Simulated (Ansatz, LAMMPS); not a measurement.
# Relaxing glassy 33SiO2-40B2O3-13K2O-13CaO (mol %) (55 atoms)

How does glassy 33SiO2-40B2O3-13K2O-13CaO (mol %) (55 atoms) relax, and what do bonds, charges and levels look like afterwards?

Method: Kohn-Sham DFT, r2SCAN, PAW (set soft_2), plane waves, in Ansatz 0.2.0.

## 1. The structure

The cell holds 55 atoms: 5 Si, 12 B, 4 K, 2 Ca and 32 O. Its edges and angles: a = 8.972 Å, b = 8.972 Å, c = 8.972 Å, α = 90.0°, β = 90.0°, γ = 90.0°. 55 atoms (5 Si, 12 B, 4 K, 2 Ca, 32 O) placed at random at 2.26 g/cm³, melted at 3000 K for 20 ps at fixed volume with the Buckingham and Coulomb pair potential of Guillot and Sator (Geochim. Cosmochim. Acta 71, 1249 (2007)) with the boron terms of Wang et al. (J. Non-Cryst. Solids 498, 294 (2018)). Quenched from 3000 K to 300 K at 20 K/ps and fixed volume, held 10 ps at zero pressure.

Limits known from the start: The quench rate of 20 K/ps is orders of magnitude faster than experiment, which tends to freeze in extra defects. The starting topology of bonds comes from the classical model. Only the Γ point is sampled, in a cell whose shortest periodic width is 9 Å.

## 2. Making the structure

A classical potential makes the cell, at a small fraction of what the same run would cost in DFT.

This step: classical MD, Buckingham and Coulomb pair potential of Guillot and Sator (Geochim. Cosmochim. Acta 71, 1249 (2007)) with the boron terms of Wang et al. (J. Non-Cryst. Solids 498, 294 (2018)) (LAMMPS 22 Jul 2025 - Update 4).

The input, in.lmp:

```
# melt-quench of Si5B12K4Ca2O32
units metal
atom_style charge
boundary p p p
region box block 0 9.0740 0 9.0740 0 9.0740
create_box 5 box
mass 1 28.0850   # Si
mass 2 10.8100   # B
mass 3 39.0983   # K
mass 4 40.0780   # Ca
mass 5 15.9990   # O
create_atoms 1 random 5 684938 NULL overlap 1.5 maxtry 2000
create_atoms 2 random 12 684945 NULL overlap 1.5 maxtry 2000
create_atoms 3 random 4 684952 NULL overlap 1.5 maxtry 2000
create_atoms 4 random 2 684959 NULL overlap 1.5 maxtry 2000
create_atoms 5 random 32 684966 NULL overlap 1.5 maxtry 2000
pair_style buck/coul/long 9.0
pair_coeff * * 0.0 1.0 0.0
pair_coeff 1 5 50306.10 0.161 46.2978   # Si-O
pair_coeff 2 5 206941.81 0.124 35.0018   # B-O
pair_coeff 3 5 2284.77 0.29 0   # K-O
pair_coeff 4 5 155667.70 0.178 42.2597   # Ca-O
pair_coeff 5 5 9022.79 0.265 85.0921   # O-O
pair_coeff 2 2 484.40 0.35 0.0   # B-B
pair_coeff 1 2 337.70 0.29 0.0   # Si-B
set type 1 charge 1.89
set type 2 charge 1.4175
set type 3 charge 0.4725
set type 4 charge 0.945
set type 5 charge -0.945
kspace_style pppm 1.0e-4
neigh_modify delay 0 every 1 check yes
thermo_style custom step time temp pe press density
thermo_modify norm yes
# [... 17 lines left out ...]
fix md all nvt temp 3000 300 0.1
run 135000 post no
unfix md
thermo 3333
fix md all npt temp 300 300 0.1 iso 0 0 1
run 10000 post no
unfix md
write_dump all custom glass.dump id type xs ys zs modify sort id
```

The run is started by

```bash
> lmp -in in.lmp -log none -nocite
```

Output:

```text
LAMMPS (22 Jul 2025 - Update 4)
Created orthogonal box = (0 0 0) to (9.074 9.074 9.074)
Created 5 atoms
Created 12 atoms
Created 4 atoms
Created 2 atoms
Created 32 atoms
PPPM initialization ...
  G vector (1/distance) = 0.33130448
  grid = 8 8 8
  estimated relative force accuracy = 4.6866097e-05
   Step          Time           Temp          PotEng         Press         Density
         0   0              0              1.5818785      1161147        2.2640339
       100   0.1            0             -10.10919       4281.4451      2.2640339
       143   0.143          0             -10.21629       2279.8008      2.2640339
Loop time of 0.0890958 s on 1 MPI rank(s) for 143 steps with 55 atoms
Minimization stats:
  Stopping criterion = energy tolerance
  Energy initial, next-to-last, final =
      1.58187847802382  -10.2153513248712  -10.2162899082421
  Force two-norm initial, final = 287.00617 2.333695
  Iterations, force evaluations = 143 245
[... 7 lines left out ...]
      3333   3.333          2674.1959     -9.8639909      15605.675      2.2640339
      6666   6.666          2712.3534     -9.8715077      20869.139      2.2640339
      9999   9.999          3095.1505     -9.8834375      13996.481      2.2640339
     13332   13.332         3301.1938     -9.8689278      59868.61       2.2640339
     16665   16.665         3775.1524     -9.9229616      23224.439      2.2640339
[... 2 lines left out ...]
Loop time of 5.38123 s on 1 MPI rank(s) for 20000 steps with 55 atoms
   Step          Time           Temp          PotEng         Press         Density
[... 12 lines left out ...]
Loop time of 35.8484 s on 1 MPI rank(s) for 135000 steps with 55 atoms
   Step          Time           Temp          PotEng         Press         Density
[... 1 line left out ...]
    156651   156.651        274.45377     -10.366847      3320.5352      2.3170672
    159984   159.984        308.28594     -10.363652      29037.275      2.296673
    163317   163.317        297.74141     -10.362631      4284.0463      2.3236972
    166000   166            297.78689     -10.363333     -14745.722      2.3423799
Loop time of 3.20844 s on 1 MPI rank(s) for 10000 steps with 55 atoms
```

Elapsed: 45 s, on 1 thread of Arm Neoverse V1, shared host; peak memory 0.071 GiB.

## 3. Single point at the start

A single point comes first, to see the forces before anything moves.

The input, input.yaml:

```yaml
crystal:
  lattice:
    - [8.97168, 0.0, 0.0]
    - [0.0, 8.97168, 0.0]
    - [0.0, 0.0, 8.97168]
  atoms:
    - { symbol: Si, position: [0.72966, 0.17778, 0.79188] }
    - { symbol: Si, position: [0.55731, 0.37421, 0.37847] }
    - { symbol: Si, position: [0.43983, 0.77454, 0.12253] }
    - { symbol: Si, position: [0.41554, 0.37908, 0.06423] }
    - { symbol: Si, position: [0.60689, 0.81485, 0.42893] }
    - { symbol: B, position: [0.9822, 0.41434, 0.63614] }
    - { symbol: B, position: [0.45881, 0.08217, 0.98111] }
    - { symbol: B, position: [0.56872, 0.56324, 0.89173] }
    - { symbol: B, position: [0.87851, 0.70775, 0.59122] }
    - { symbol: B, position: [0.51693, 0.11793, 0.53164] }
    - { symbol: B, position: [0.85284, 0.2552, 0.40516] }
    - { symbol: B, position: [0.8418, 0.45895, 0.94757] }
    - { symbol: B, position: [0.12639, 0.53045, 0.98606] }
    - { symbol: B, position: [0.25506, 0.68964, 0.77122] }
    - { symbol: B, position: [0.47603, 0.60182, 0.61186] }
    - { symbol: B, position: [0.97964, 0.98546, 0.69049] }
    - { symbol: B, position: [0.28206, 0.00042, 0.71906] }
    - { symbol: K, position: [0.93793, 0.79508, 0.20742] }
    - { symbol: K, position: [0.2175, 0.00521, 0.33028] }
    - { symbol: K, position: [0.1573, 0.48826, 0.36705] }
    - { symbol: K, position: [0.07495, 0.10558, 0.02021] }
    - { symbol: Ca, position: [0.55112, 0.89448, 0.74498] }
    - { symbol: Ca, position: [0.34667, 0.31598, 0.69348] }
    - { symbol: O, position: [0.37991, 0.05222, 0.59497] }
    - { symbol: O, position: [0.73726, 0.34328, 0.35631] }
    - { symbol: O, position: [0.16212, 0.64318, 0.88377] }
    - { symbol: O, position: [0.49682, 0.41319, 0.89977] }
    - { symbol: O, position: [0.27588, 0.74373, 0.18096] }
    - { symbol: O, position: [0.93036, 0.31014, 0.53839] }
    - { symbol: O, position: [0.47365, 0.74238, 0.52837] }
    - { symbol: O, position: [0.4814, 0.21322, 0.4119] }
    - { symbol: O, position: [0.60695, 0.99109, 0.4722] }
    - { symbol: O, position: [0.47784, 0.43771, 0.21877] }
    - { symbol: O, position: [0.24407, 0.44607, 0.04346] }
    - { symbol: O, position: [0.293, 0.84166, 0.75922] }
    - { symbol: O, position: [0.08992, 0.36451, 0.7363] }
    - { symbol: O, position: [0.97433, 0.49544, 0.01475] }
    - { symbol: O, position: [0.75957, 0.73022, 0.48784] }
    - { symbol: O, position: [0.35174, 0.08677, 0.85359] }
    - { symbol: O, position: [0.7198, 0.55627, 0.95923] }
    - { symbol: O, position: [0.86317, 0.06538, 0.75042] }
    - { symbol: O, position: [0.12977, 0.03706, 0.69004] }
    - { symbol: O, position: [0.47525, 0.66922, 0.97487] }
    - { symbol: O, position: [0.9436, 0.83997, 0.64577] }
    - { symbol: O, position: [0.58426, 0.61244, 0.73448] }
    - { symbol: O, position: [0.90895, 0.12817, 0.33035] }
    - { symbol: O, position: [0.61908, 0.10478, 0.91959] }
    - { symbol: O, position: [0.45197, 0.9352, 0.04324] }
    - { symbol: O, position: [0.6126, 0.19366, 0.64587] }
    - { symbol: O, position: [0.42318, 0.1968, 0.08318] }
    - { symbol: O, position: [0.51637, 0.48439, 0.5106] }
    - { symbol: O, position: [0.32588, 0.58245, 0.6809] }
    - { symbol: O, position: [0.9392, 0.56757, 0.619] }
    - { symbol: O, position: [0.80526, 0.33252, 0.86277] }
    - { symbol: O, position: [0.5618, 0.7692, 0.26057] }
kpoints:
  mp_grid: { grid: [1, 1, 1] }
hamiltonian:
  xc: r2scan
scf:
  occupations: { method: fixed }
output:
  forces: true
  stress: true
  populations: true
  dos:
    method: { smearing: { sigma: 0.15 } }
    de: 0.1
    projected: { site_lists: { B: [B], Ca: [Ca], K: [K], O: [O], Si: [Si] } }
  eigenvalues: true
```

The run is started by

```bash
> ansatz run input.yaml --threads 4 --pin off --max-ram 8192MiB --backend cpu --events-out ev --progress --plain --runs-dir out
```

Output:

```text
Engine: ansatz 0.2.0, aarch64-unknown-linux-gnu
Pseudopotentials: kind: paw
Pseudopotential: Si, paw, valence charge 4, recommended cutoff 500 eV (meta_gga), Si.paw.azcp
Pseudopotential: B, paw, valence charge 3, recommended cutoff 500 eV (meta_gga), B.paw.azcp
Pseudopotential: K, paw, valence charge 9, recommended cutoff 500 eV (meta_gga), K.paw.azcp
Pseudopotential: Ca, paw, valence charge 10, recommended cutoff 500 eV (meta_gga), Ca.paw.azcp
Pseudopotential: O, paw, valence charge 6, recommended cutoff 500 eV (meta_gga), O.paw.azcp
[... 6 lines on functional and potentials left out ...]
Crystal: 55 atoms, lattice volume = 722.140 Å³
Basis set: ecut = 500 eV, 18325 PW (Γ), exchange–correlation on 288×288×288 points (64 copies of the dense FFT grid, shifted against one another)
Bands: 207, of which v1, the nominal top of the filled ones, is band 152 counted from 1 (151 counted from 0)
Symmetry: 1 space group operations
Space group: P1 (ITA 1), of the structure as read, at distance tolerance 9.0e-5 Å
k-points: 1
[... 16 lines on functional and potentials left out ...]
Initial density: superposition of atomic densities (neutral atoms: chi_scale 0, normalization atom), corrected by the library's trained network
Initial wavefunctions: pseudopotential atomic-orbital guess
Functional: x = r2scan, c = r2scan; τ floored in thin density (d = 2e-4 eV/Å³)
SCF iter   1: F=—  HF=-33135.654121 eV  |F-HF|=—  |Δ(HF+E_count)|=         —  Δρ=8.99e-3  dr2=6.15e-1  dr2_τ=4.71e0  ethr=1.77e-3  ⟨swp⟩=6.0  Hψ=774  notcnv=0  defer=52
preconditioner: auto → Resta (q_TF=auto, 2.362 Å⁻¹)  ε∞=2.9  [insulator: Δε(μ)=3.653 eV  Ē_g=17.148 eV  n_scr=170 (ndim 8)  ℏωp=23.6 eV  f_vac=0.165  ε∞_Penn≈2.9]
SCF iter   2: F=—  HF=-33137.348877 eV  |F-HF|=—  |Δ(HF+E_count)|=    1.69e0  Δρ=5.22e-3  dr2=1.30e-1  dr2_τ=1.37e-2  ethr=2.02e-4  ⟨swp⟩=3.0  Hψ=392  notcnv=0  defer=53
SCF iter   3: F=—  HF=-33137.334664 eV  |F-HF|=—  |Δ(HF+E_count)|=   1.42e-2  Δρ=1.69e-3  dr2=1.89e-2  dr2_τ=2.90e-3  ethr=4.27e-5  ⟨swp⟩=3.0  Hψ=271  notcnv=0  defer=53
SCF iter   4: F=—  HF=-33137.332835 eV  |F-HF|=—  |Δ(HF+E_count)|=   1.83e-3  Δρ=7.11e-4  dr2=2.95e-3  dr2_τ=5.69e-4  ethr=6.22e-6  ⟨swp⟩=3.0  Hψ=273  notcnv=0  defer=53
SCF iter   5: F=—  HF=-33137.332536 eV  |F-HF|=—  |Δ(HF+E_count)|=   3.00e-4  Δρ=1.88e-4  dr2=2.71e-4  dr2_τ=2.05e-5  ethr=9.71e-7  ⟨swp⟩=3.0  Hψ=353  notcnv=0  defer=53
SCF iter   6: F=—  HF=-33137.332659 eV  |F-HF|=—  |Δ(HF+E_count)|=   1.23e-4  Δρ=1.12e-4  dr2=7.91e-5  dr2_τ=1.04e-5  ethr=8.93e-8  ⟨swp⟩=2.0  Hψ=291  notcnv=0  defer=53
SCF iter   7: F=—  HF=-33137.333785 eV  |F-HF|=—  |Δ(HF+E_count)|=   1.13e-3  Δρ=3.02e-5  dr2=6.84e-6  dr2_τ=7.69e-7  ethr=2.60e-8  ⟨swp⟩=3.0  Hψ=272  notcnv=0  defer=53
SCF iter   8: F=—  HF=-33137.333789 eV  |F-HF|=—  |Δ(HF+E_count)|=   3.71e-6  Δρ=1.54e-5  dr2=1.65e-6  dr2_τ=1.87e-7  ethr=2.25e-9  ⟨swp⟩=2.0  Hψ=268  notcnv=0  defer=53
SCF iter   9: F=—  HF=-33137.333789 eV  |F-HF|=—  |Δ(HF+E_count)|=   3.61e-7  Δρ=4.59e-6  dr2=1.73e-7  dr2_τ=1.59e-8  ethr=5.43e-10  ⟨swp⟩=2.0  Hψ=271  notcnv=0  defer=53
SCF iter  10: F=-33137.333789 eV  HF=-33137.333789 eV  |F-HF|=1.25e-8  |Δ(HF+E_count)|=   1.35e-7  Δρ=2.53e-6  dr2=4.57e-8  dr2_τ=5.35e-9  ethr=3.29e-11  ⟨swp⟩=18.0  Hψ=1592  notcnv=0
SCF 1 converged in 10 iterations: F = -33137.333789 eV  dr2 = 4.57e-8
  greatest PAW one-centre occupation: 0.995 electrons in one spin orbital (limit 2), on the Ca atom at site 22 (counted from 0), in its partial waves of l = 0
SCF converged after 10 iterations
Free energy (F): -33137.333789 eV
Harris-Foulkes:  -33137.333789 eV  (|F-HF|=1.25e-8)
Internal energy: -33137.333789 eV  (E = F + TS)
E sigma→0 (E₀):  -33137.333789 eV
Fermi energy:    3.912102 eV
--- Per-component energies (eV) ---
  E_band       = -2015.234836
  E_kinetic    = 8058.660736
  E_local      = -23373.117870  (includes V_loc(G=0)·N_el)
  E_nonlocal   = 1937.917527
  E_hartree    = 8889.670563
  E_xc         = -3786.086856
  E_vxc        = -5267.875836  (∫ρ·V_xc dr)
  E_paw        = -13580.569859  (= ΣΔE_a)
  E_vpaw       = -1483.302806  (= ΣTr[D̂ρ^β])
  E_aug_tail   = 0.033509  (compensation charges beyond the density's cutoff)
  E_vtau       = 333.125997  (kinetic-family band-sum trace: ∫τ·v_τ [+ j·A + Jᵃ·Aᵃ] dr)
  E_ewald      = -11280.989889
  E_core_change = -2.851650  (= ΣΔE_core)
  E_smearing   = -0.000000  (= −TS)
  E_closure    = -0.000000  (closes the sum)
  Σ components = -33137.333789   (vs F -33137.333789, Δ=0.00e0)
--- Forces (eV/Å), atoms counted from 1 ---
  atom   1  Si    -2.21134510     2.38767831     1.02991377
  atom   2  Si     1.23082863    -0.34607961    -1.64658781
  atom   3  Si    -0.77450894    -0.32906578    -1.39058913
  atom   4  Si    -0.07557623    -1.03005350    -2.32061603
  atom   5  Si    -1.36678944    -0.11430950     0.14143845
  atom   6  B      1.84266813    -1.14257097     1.90335202
  atom   7  B     -0.00685181    -0.80442351    -0.76448536
  atom   8  B      0.57187204     0.17856025    -0.45775163
  atom   9  B     -0.11057765    -0.15931395    -0.33013229
  atom  10  B      1.25788839    -1.85063147    -0.16086025
  atom  11  B      2.13442647    -2.19193690    -0.44313557
  atom  12  B     -3.75965388     0.81239983    -1.43566236
  atom  13  B      1.10478410    -0.44086494    -2.85965904
  atom  14  B      1.16391534     0.24244707     0.42369970
[...]
atom  54  O      0.69518656    -1.51171307    -0.22472292
  atom  55  O      1.48865746     0.34979360    -0.14807833
  max |Σ_I F_I| component: 9.39e-5 eV/Å
--- Stress (GPa, compression-positive) ---
       -9.700698       0.236530      -0.937005
        0.236529      -6.515904      -0.456580
       -0.937009      -0.456578      -5.615616
  P = ⅓ Tr σ = -7.2774 GPa (-72.774 kbar)
--- Band table (eV) ---
  k-point 0: bands = ["-37.5021", "-37.0614", "-28.2622", "-27.7003", [... 191 levels ...], "12.6041", "12.6288", "12.7877", "12.9043", "12.9507", "13.1053", "13.1498", "13.2577", "13.2932", "13.3713", "13.4880", "13.5356"]
--- Löwdin populations: 55 sites ---
  site symbol       q [e]
     0     Si      2.2506
     1     Si      2.1896
     2     Si      2.2655
[...]
54      O      6.8291
  spilling = 0.009901 (of n_electrons = 304.000000)
```

It took 24 s on 4 threads of Arm Neoverse V1, shared host; peak memory 2.2 GiB; 92 s of CPU time.

Numbers from this run:

```
free energy                                      : -33137.3338 eV
free energy per atom                             : -602.4970 eV/atom
SCF cycles                                       : 10
pressure                                         : -7.277 GPa
r.m.s. force component                           : 1.057 eV/Å
longest force                                    : 4.106 eV/Å
Fermi energy                                     : 3.912 eV
gap (highest filled to lowest empty level) : 3.236 eV
spilling of the projection                       : 0.009901
```

The r.m.s. force component of 1.1 eV/Å and the pressure of -7.3 GPa set the starting point.

Length of the force by element:

| element | coordination | atoms | mean length of the force (eV/Å) | spread | least | most |
| --- | --- | --- | --- | --- | --- | --- |
| B | all | 12 | 2.02 | 1.06 | 0.383 | 4.11 |
| Ca | all | 2 | 1.32 | 0.0732 | 1.25 | 1.40 |
| K | all | 4 | 0.767 | 0.197 | 0.573 | 1.01 |
| O | all | 32 | 1.56 | 0.586 | 0.617 | 2.92 |
| Si | all | 5 | 2.21 | 0.722 | 1.38 | 3.41 |

(Part 1 of 3 ends here.)

[Logs are printed without paths, hosts, clocks, repeated set-up lines and the standing remarks that a program may print on its own settings, such as how far it seeks lower states.]

[Hosts, paths, dates, database ids (printed as entryN), source tags and the programs' standing remarks are cut or masked in the printed files.]
